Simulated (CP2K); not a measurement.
The O K edge of Eigen cation was computed by TDDFT (CP2K XAS_TDP, aug-cc-pVDZ, TDA) at these levels: PBE, PBEh(45%) and PBEh(45%) + GW2X. The first three lines of O1 (bonded to 3 H, gives 3 H bonds) with a strength over 0.0015, energy in eV and strength:

| run | first | second | third |
| --- | --- | --- | --- |
| 1 | 515.43 (0.003) | 517.04 (0.002) |  |
| 2 | 532.70 (0.002) | 533.91 (0.011) | 533.95 (0.012) |
| 3 | 538.67 (0.002) | 539.89 (0.011) | 539.92 (0.012) |

Q: Which run is which?

Run 1: PBE (0 % exact exchange). Run 2: PBEh(45%) (45 % exact exchange). Run 3: PBEh(45%) + GW2X (45 % exact exchange). Self-interaction lifts the core level, so the uncorrected lines rise with the share of exact exchange. The GW2X run keeps the spacings of its parent: 1.22 eV between the first two lines in run 3, 1.21 eV in run 2. Its shift is +5.97 eV, since the Kohn–Sham level at this share of exchange lies that far above the quasiparticle level.

[Hosts, paths, dates, database ids (printed as entryN), source tags and the programs' standing remarks are cut or masked in the printed files.]
